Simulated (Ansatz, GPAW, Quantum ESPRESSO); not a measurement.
# The valence band of TiPt3 as photoemission sees it, part 2 of 8

Aim: the valence spectrum of TiPt3 from He I to hard X-rays, and which orbitals make each feature. Spin–orbit coupling is left out of the bands throughout.

Ansatz 0.2.0, Quantum ESPRESSO 7.5 and GPAW 26.7.0; DFT, LDA, plane-wave PAW, default files, scalar-relativistic (the session's first sound run).

So far. Step 2 (The base run): At this lattice the functional leaves a pressure of -5.0 GPa, which narrows the bands against the functional's own equilibrium. At the Fermi level the DOS is 0.96 states/eV a cell, and on the broadened curves Pt 5d holds 49 % of the total there.

The database entry behind the starting cell is an old determination (1943), so it need not match the best structure at ambient conditions.

**3. With PBEsol**

This step: DFT, PBEsol, plane-wave PAW, default files, scalar-relativistic (Ansatz 0.2.0).

The run is repeated with PBEsol on the same cell, to see how much the levels hang on the functional.

The input, input.yaml:

```yaml
crystal:
  lattice:
    - [3.897, 0.0, 0.0]
    - [0.0, 3.897, 0.0]
    - [0.0, 0.0, 3.897]
  atoms:
    - { symbol: Pt, position: [0.5, 0.5, 0.0] }
    - { symbol: Pt, position: [0.5, 0.0, 0.5] }
    - { symbol: Pt, position: [0.0, 0.5, 0.5] }
    - { symbol: Ti, position: [0.0, 0.0, 0.0] }
kpoints:
  mp_grid: { grid: [10, 10, 10] }
  band_path:
    path:
      - [[0.0, 0.0, 0.0], [0.0, 0.5, 0.0], [0.5, 0.5, 0.0], [0.0, 0.0, 0.0], [0.5, 0.5, 0.5], [0.0, 0.5, 0.0]]
      - [[0.5, 0.5, 0.5], [0.5, 0.5, 0.0]]
    npoints: 15
scf:
  occupations: { method: fermi_dirac, width: 0.05 }
  n_extra_bands: 12
hamiltonian:
  xc: pbesol
  pseudopotentials: { kind: paw }
output:
  forces: true
  stress: true
  dos:
    projected: true
    de: 0.05
    e_range: [-30, 12]
    nscf_kmesh: { grid: [16, 16, 16] }
  fatbands: true
```

Command:

```console
$ ansatz run input.yaml --threads 4 --pin off --max-ram 12288MiB --backend cpu --events-out ev --progress --plain --runs-dir out
```

Numbers of over 12 decimals in the logs are rounded to 6 here.

Output:

```text
[...]
Crystal: 4 atoms, lattice volume = 59.182 Å³
Basis set: ecut = 420 eV, 1189 PW (Γ), exchange–correlation on 54×54×54 points (8 copies of the dense FFT grid, shifted against one another)
Bands: 45, of which v1, the nominal top of the filled ones, is band 33 counted from 1 (32 counted from 0)
Symmetry: 48 space group operations
[...]
k-points: 56 of 1000
[...]
SCF iter   1: F=—  HF=-39628.924340 eV  |F-HF|=—  |Δ(HF+E_count)|=         —  Δρ=1.70e-2  dr2=2.43e-1  ethr=1.77e-3  ⟨swp⟩=6.0  Hψ=8998  notcnv=0  defer=16
[...]
SCF iter   6: F=-39628.898748 eV  HF=-39628.898748 eV  |F-HF|=3.48e-8  |Δ(HF+E_count)|=   4.29e-8  Δρ=8.82e-6  dr2=6.55e-8  ethr=1.52e-10  ⟨swp⟩=8.4  Hψ=9361  notcnv=0
SCF 1 converged in 6 iterations: F = -39628.898748 eV  dr2 = 6.55e-8
[...]
NSCF: frozen V_eff on 92 k-points
[...]
SCF converged after 6 iterations
Free energy (F): -39628.898748 eV
[...]
Internal energy: -39628.887998 eV  (E = F + TS)
E sigma→0 (E₀):  -39628.893373 eV
Entropy (-TS):   -0.010750 eV (-2.687 meV/atom)
Fermi energy:    22.440214 eV
[...]
--- Stress (GPa, compression-positive) ---
        0.512748       0.000000       0.000000
        0.000000       0.512748       0.000000
        0.000000       0.000000       0.512748
  P = ⅓ Tr σ = 0.5127 GPa (5.127 kbar)
--- Band table (eV; the first three rows and the last of 56) ---
  k-point 0: bands = [... 29 lower, 22.4828, 22.4828, 22.4828, 23.8459, 23.8459, 23.9700, 23.9700, 23.9700, ... 8 higher]
  k-point 1: bands = [... 29 lower, 21.8768, 21.8768, 22.4831, 23.1858, 23.7465, 23.7465, 23.7812, 23.9201, ... 8 higher]
  k-point 2: bands = [... 29 lower, 20.8594, 21.4378, 21.8502, 22.4841, 23.3232, 23.3232, 23.6158, 23.6582, ... 8 higher]
  k-point 55: bands = [... 29 lower, 21.6944, 21.6944, 21.6944, 21.9869, 21.9869, 21.9869, 23.6558, 23.6558, ... 8 higher]
```

Elapsed: 8.6 s, on 4 threads of Intel Xeon Platinum 8259CL at 2.50GHz (Skylake/Cascade Lake), shared host; peak memory 0.56 GiB.

Numbers from this step:

| Item | Value |
| --- | --- |
| free energy | -39628.8987 eV |
| energy at zero smearing | -39628.8934 eV |
| smearing term TS | 0.01075 eV |
| Fermi energy | 22.44 eV |
| pressure | 0.5127 GPa |
| share of occupied states in no projected shell | 0.0186 of the occupied states in the window |
| DOS at the Fermi level | 0.9433 states/eV/cell |

The electronic bands at the labelled points (eV, zero at the Fermi level; # counts the bands kept):

| point | #14 | #15 | #16 | #17 | #18 | #19 | #20 | #21 |
| --- | --- | --- | --- | --- | --- | --- | --- | --- |
| Γ | 0.06 | 0.06 | 0.06 | 1.42 | 1.42 | 1.54 | 1.54 | 1.54 |
| 0.53 of the way | -1.66 | -1.52 | -1.29 | 0.06 | 0.56 | 0.56 | 1.00 | 1.06 |
| X | -2.68 | -2.61 | -1.37 | -0.20 | -0.20 | 0.06 | 0.47 | 0.78 |
| 0.47 of the way | -2.52 | -2.17 | -1.95 | -1.23 | 0.23 | 0.51 | 0.56 | 0.93 |
| M | -3.13 | -2.49 | -2.29 | -2.27 | 0.23 | 0.23 | 0.37 | 1.50 |
| 0.47 of the way | -2.52 | -1.81 | -1.18 | -0.95 | 0.48 | 0.68 | 0.74 | 1.17 |
| Γ | 0.06 | 0.06 | 0.06 | 1.42 | 1.42 | 1.54 | 1.54 | 1.54 |
| 0.47 of the way | -2.26 | -2.26 | -1.43 | -0.29 | 0.31 | 0.31 | 1.23 | 1.23 |
| R | -0.73 | -0.73 | -0.73 | -0.44 | -0.44 | -0.44 | 1.23 | 1.23 |
| 0.53 of the way | -2.81 | -2.79 | -1.76 | -0.73 | 0.35 | 0.64 | 0.68 | 0.82 |
| X | -2.68 | -2.61 | -1.37 | -0.20 | -0.20 | 0.06 | 0.47 | 0.78 |
| jump to R | -0.73 | -0.73 | -0.73 | -0.44 | -0.44 | -0.44 | 1.23 | 1.23 |
| 0.53 of the way | -2.81 | -2.69 | -1.99 | -1.24 | 0.61 | 0.61 | 0.96 | 1.26 |
| M | -3.13 | -2.49 | -2.29 | -2.27 | 0.23 | 0.23 | 0.37 | 1.50 |

Of the projections kept (Pt s, Pt d, Ti s, Ti d, not projected), the largest for each band there; the rest of the weight can lie on other orbitals:

| point | #14 | #15 | #16 | #17 | #18 | #19 | #20 | #21 |
| --- | --- | --- | --- | --- | --- | --- | --- | --- |
| Γ | Pt d 1.00 | Pt d 1.00 | Pt d 1.00 | Ti d 0.72 | Ti d 0.72 | not projected 1.00 | not projected 1.00 | not projected 1.00 |
| X | Pt d 0.99 | Pt d 0.93 | Pt d 1.00 | Ti d 0.86 | Ti d 0.86 | Pt d 1.00 | Ti d 0.88 | Ti d 0.76 |
| M | Pt d 1.00 | Ti d 0.64 | Pt d 1.00 | Pt d 1.00 | Ti d 0.85 | Ti d 0.85 | Ti d 1.00 | Pt d 0.51 |
| Γ | Pt d 1.00 | Pt d 1.00 | Pt d 1.00 | Ti d 0.72 | Ti d 0.72 | not projected 1.00 | not projected 1.00 | not projected 1.00 |
| R | not projected 1.00 | not projected 1.00 | not projected 1.00 | Pt d 1.00 | Pt d 1.00 | Pt d 1.00 | Ti d 0.59 | Ti d 0.59 |
| X | Pt d 0.99 | Pt d 0.93 | Pt d 1.00 | Ti d 0.86 | Ti d 0.86 | Pt d 1.00 | Ti d 0.88 | Ti d 0.76 |

Side by side:

| quantity | this run | base run | difference |
| --- | --- | --- | --- |
| DOS at the Fermi level (states/eV/cell) | 0.9433 | 0.9598 | -0.0165 |

Of the bands kept, 6 cross the Fermi level on this path.

**4. Another volume**

This step: DFT, LDA, plane-wave PAW, default files, scalar-relativistic (Ansatz 0.2.0).

A changed volume shows how band widths and levels follow the bond length.

The cell differs from the one that the last finished run ended in (a 3.897 → 3.844 Å, b 3.897 → 3.844 Å, c 3.897 → 3.844 Å).

Changes to input.yaml since step 3:

```diff
@@ -2,5 +2,5 @@
   lattice:
-    - [3.897, 0.0, 0.0]
-    - [0.0, 3.897, 0.0]
-    - [0.0, 0.0, 3.897]
+    - [3.8443313815, 0.0, 0.0]
+    - [0.0, 3.8443313815, 0.0]
+    - [0.0, 0.0, 3.8443313815]
   atoms:
@@ -21,3 +21,3 @@
 hamiltonian:
-  xc: pbesol
+  xc: lda
   pseudopotentials: { kind: paw }
```

Output:

```text
[...]
Crystal: 4 atoms, lattice volume = 56.815 Å³
Basis set: ecut = 420 eV, 1141 PW (Γ)
Bands: 45, of which v1, the nominal top of the filled ones, is band 33 counted from 1 (32 counted from 0)
Symmetry: 48 space group operations
[...]
k-points: 56 of 1000
[...]
SCF iter   1: F=—  HF=-39188.870304 eV  |F-HF|=—  |Δ(HF+E_count)|=         —  Δρ=1.73e-2  dr2=2.22e-1  ethr=1.77e-3  ⟨swp⟩=5.9  Hψ=9123  notcnv=0  defer=9
[...]
SCF iter   6: F=-39188.848557 eV  HF=-39188.848557 eV  |F-HF|=4.71e-8  |Δ(HF+E_count)|=   1.81e-7  Δρ=8.85e-6  dr2=7.47e-8  ethr=1.52e-10  ⟨swp⟩=8.5  Hψ=10072  notcnv=0
SCF 1 converged in 6 iterations: F = -39188.848557 eV  dr2 = 7.47e-8
[...]
SCF converged after 6 iterations
Free energy (F): -39188.848557 eV
[...]
Internal energy: -39188.837887 eV  (E = F + TS)
E sigma→0 (E₀):  -39188.843222 eV
Entropy (-TS):   -0.010670 eV (-2.667 meV/atom)
Fermi energy:    23.428345 eV
[...]
--- Stress (GPa, compression-positive) ---
        6.700084      -0.000000       0.000000
        0.000000       6.700084       0.000000
        0.000000       0.000000       6.700084
  P = ⅓ Tr σ = 6.7001 GPa (67.001 kbar)
--- Band table (eV; the first three rows and the last of 56) ---
  k-point 0: bands = [... 29 lower, 23.5134, 23.5134, 23.5134, 24.9082, 24.9082, 25.0067, 25.0067, 25.0067, ... 8 higher]
  k-point 1: bands = [... 29 lower, 22.8574, 22.8574, 23.5138, 24.2055, 24.8080, 24.8080, 24.8382, 24.9752, ... 8 higher]
  k-point 2: bands = [... 29 lower, 21.7722, 22.4024, 22.8205, 23.5149, 24.3612, 24.3612, 24.6601, 24.6935, ... 8 higher]
  k-point 55: bands = [... 29 lower, 22.6839, 22.6839, 22.6839, 22.9859, 22.9859, 22.9859, 24.7233, 24.7233, ... 8 higher]
```

Run time: 8 s. Hardware: 4 threads; peak memory 0.54 GiB; 30 s of CPU time.

This step gave:

```
free energy                                    : -39188.8486 eV
energy at zero smearing                        : -39188.8432 eV
smearing term TS                               : 0.01067 eV
Fermi energy                                   : 23.43 eV
pressure                                       : 6.700 GPa
share of occupied states in no projected shell : 0.0182 of the occupied states in the window
DOS at the Fermi level                         : 1.020 states/eV/cell
```

The electronic bands at the labelled points (eV, zero at the Fermi level; # counts the bands kept):

| point | #14 | #15 | #16 | #17 | #18 | #19 | #20 | #21 |
| --- | --- | --- | --- | --- | --- | --- | --- | --- |
| Γ | 0.09 | 0.09 | 0.09 | 1.49 | 1.49 | 1.59 | 1.59 | 1.59 |
| 0.47 of the way | -1.70 | -1.19 | -1.10 | 0.10 | 0.76 | 0.76 | 1.15 | 1.17 |
| X | -2.83 | -2.76 | -1.42 | -0.24 | -0.24 | 0.10 | 0.44 | 0.81 |
| 0.47 of the way | -2.66 | -2.28 | -2.07 | -1.30 | 0.23 | 0.49 | 0.59 | 0.97 |
| M | -3.32 | -2.63 | -2.41 | -2.41 | 0.21 | 0.21 | 0.34 | 1.62 |
| 0.47 of the way | -2.65 | -1.90 | -1.24 | -0.99 | 0.47 | 0.69 | 0.77 | 1.22 |
| Γ | 0.09 | 0.09 | 0.09 | 1.49 | 1.49 | 1.59 | 1.59 | 1.59 |
| 0.47 of the way | -2.38 | -2.38 | -1.51 | -0.27 | 0.29 | 0.29 | 1.30 | 1.30 |
| R | -0.74 | -0.74 | -0.74 | -0.43 | -0.43 | -0.43 | 1.30 | 1.30 |
| 0.47 of the way | -2.95 | -2.87 | -1.88 | -0.70 | 0.47 | 0.69 | 0.72 | 0.97 |
| X | -2.83 | -2.76 | -1.42 | -0.24 | -0.24 | 0.10 | 0.44 | 0.81 |
| jump to R | -0.74 | -0.74 | -0.74 | -0.43 | -0.43 | -0.43 | 1.30 | 1.30 |
| 0.47 of the way | -2.72 | -2.72 | -1.91 | -1.12 | 0.69 | 0.69 | 1.11 | 1.27 |
| M | -3.32 | -2.63 | -2.41 | -2.41 | 0.21 | 0.21 | 0.34 | 1.62 |

Of the projections kept (Pt s, Pt d, Ti s, Ti d, not projected), the largest for each band there; the rest of the weight can lie on other orbitals:

| point | #14 | #15 | #16 | #17 | #18 | #19 | #20 | #21 |
| --- | --- | --- | --- | --- | --- | --- | --- | --- |
| Γ | Pt d 1.00 | Pt d 1.00 | Pt d 1.00 | Ti d 0.72 | Ti d 0.72 | not projected 1.00 | not projected 1.00 | not projected 1.00 |
| X | Pt d 0.99 | Pt d 0.93 | Pt d 1.00 | Ti d 0.86 | Ti d 0.86 | Pt d 1.00 | Ti d 0.87 | Ti d 0.76 |
| M | Pt d 1.00 | Ti d 0.65 | Pt d 1.00 | Pt d 1.00 | Ti d 0.85 | Ti d 0.85 | Ti d 0.99 | Pt d 0.50 |
| Γ | Pt d 1.00 | Pt d 1.00 | Pt d 1.00 | Ti d 0.72 | Ti d 0.72 | not projected 1.00 | not projected 1.00 | not projected 1.00 |
| R | not projected 1.00 | not projected 1.00 | not projected 1.00 | Pt d 1.00 | Pt d 1.00 | Pt d 1.00 | Ti d 0.59 | Ti d 0.59 |
| X | Pt d 0.99 | Pt d 0.93 | Pt d 1.00 | Ti d 0.86 | Ti d 0.86 | Pt d 1.00 | Ti d 0.87 | Ti d 0.76 |

Maxima picked by a test of local sharpness, so broad peaks and shoulders can be missing; peaks within 0.45 eV of a curve's cut are left out. Valence peaks, by row:

| photon energy (eV) | binding energy (eV) | height (% of the maximum within 13 eV) | main shell | its share (%) |
| --- | --- | --- | --- | --- |
| 21.2 | 6.45 | 81.77 | Pt 5d | 93.51 |
| 21.2 | 4.7 | 86.5 | Pt 5d | 94.12 |
| 21.2 | 3.55 | 100 | Pt 5d | 90.59 |
| 21.2 | 0.8 | 34.94 | Pt 5d | 90.18 |
| 100 | 6.5 | 78.51 | Pt 5d | 84.73 |
| 100 | 4.7 | 82.1 | Pt 5d | 86.48 |
| 100 | 3.5 | 100 | Pt 5d | 78.8 |
| 1487 | 6.45 | 85.24 | Pt 5d | 97.71 |
| 1487 | 4.75 | 89.81 | Pt 5d | 98.77 |
| 1487 | 3.55 | 100 | Pt 5d | 98.68 |
| 1487 | 0.75 | 34.81 | Pt 5d | 98.76 |
| 5415 | 6.5 | 86.15 | Pt 5d | 95.75 |
| 5415 | 4.7 | 89.98 | Pt 5d | 97.85 |
| 5415 | 3.55 | 100 | Pt 5d | 97.98 |
| 5415 | 0.75 | 34.69 | Pt 5d | 98.39 |
| 9252 | 6.5 | 87.67 | Pt 5d | 92.53 |
| 9252 | 4.7 | 90.07 | Pt 5d | 96.13 |
| 9252 | 3.55 | 100 | Pt 5d | 96.35 |
| 9252 | 0.8 | 34.52 | Pt 5d | 97.08 |

Spectra as before, but with a recipe of its own (widths, and in some runs the light), which changes peak heights and what is resolved: Gaussian 0.6 eV, Lorentzian 0.1 eV plus 0.05 times the binding energy, linear light, analyser at 0°, Fermi edge at 300 K; some photon energies differ too.

The two runs compared:

| quantity | this run | base run | difference |
| --- | --- | --- | --- |
| DOS at the Fermi level (states/eV/cell) | 1.0199 | 0.9598 | 0.0601 |

(Continued in part 3 of 8.)

[Logs are printed without paths, hosts, clocks, repeated set-up lines and the standing remarks that a program may print on its own settings, such as how far it seeks lower states.]

[Hosts, paths, dates, database ids (printed as entryN), source tags and the programs' standing remarks are cut or masked in the printed files.]

[Maps of the electrostatic potential energy from Ansatz leave out the sawtooth potential of an applied field or a dipole correction, so their vacuum need not be flat; work functions include it.]

[Peak lists hold at most the 14 tallest peaks of each spectrum; further lines can be left out.]
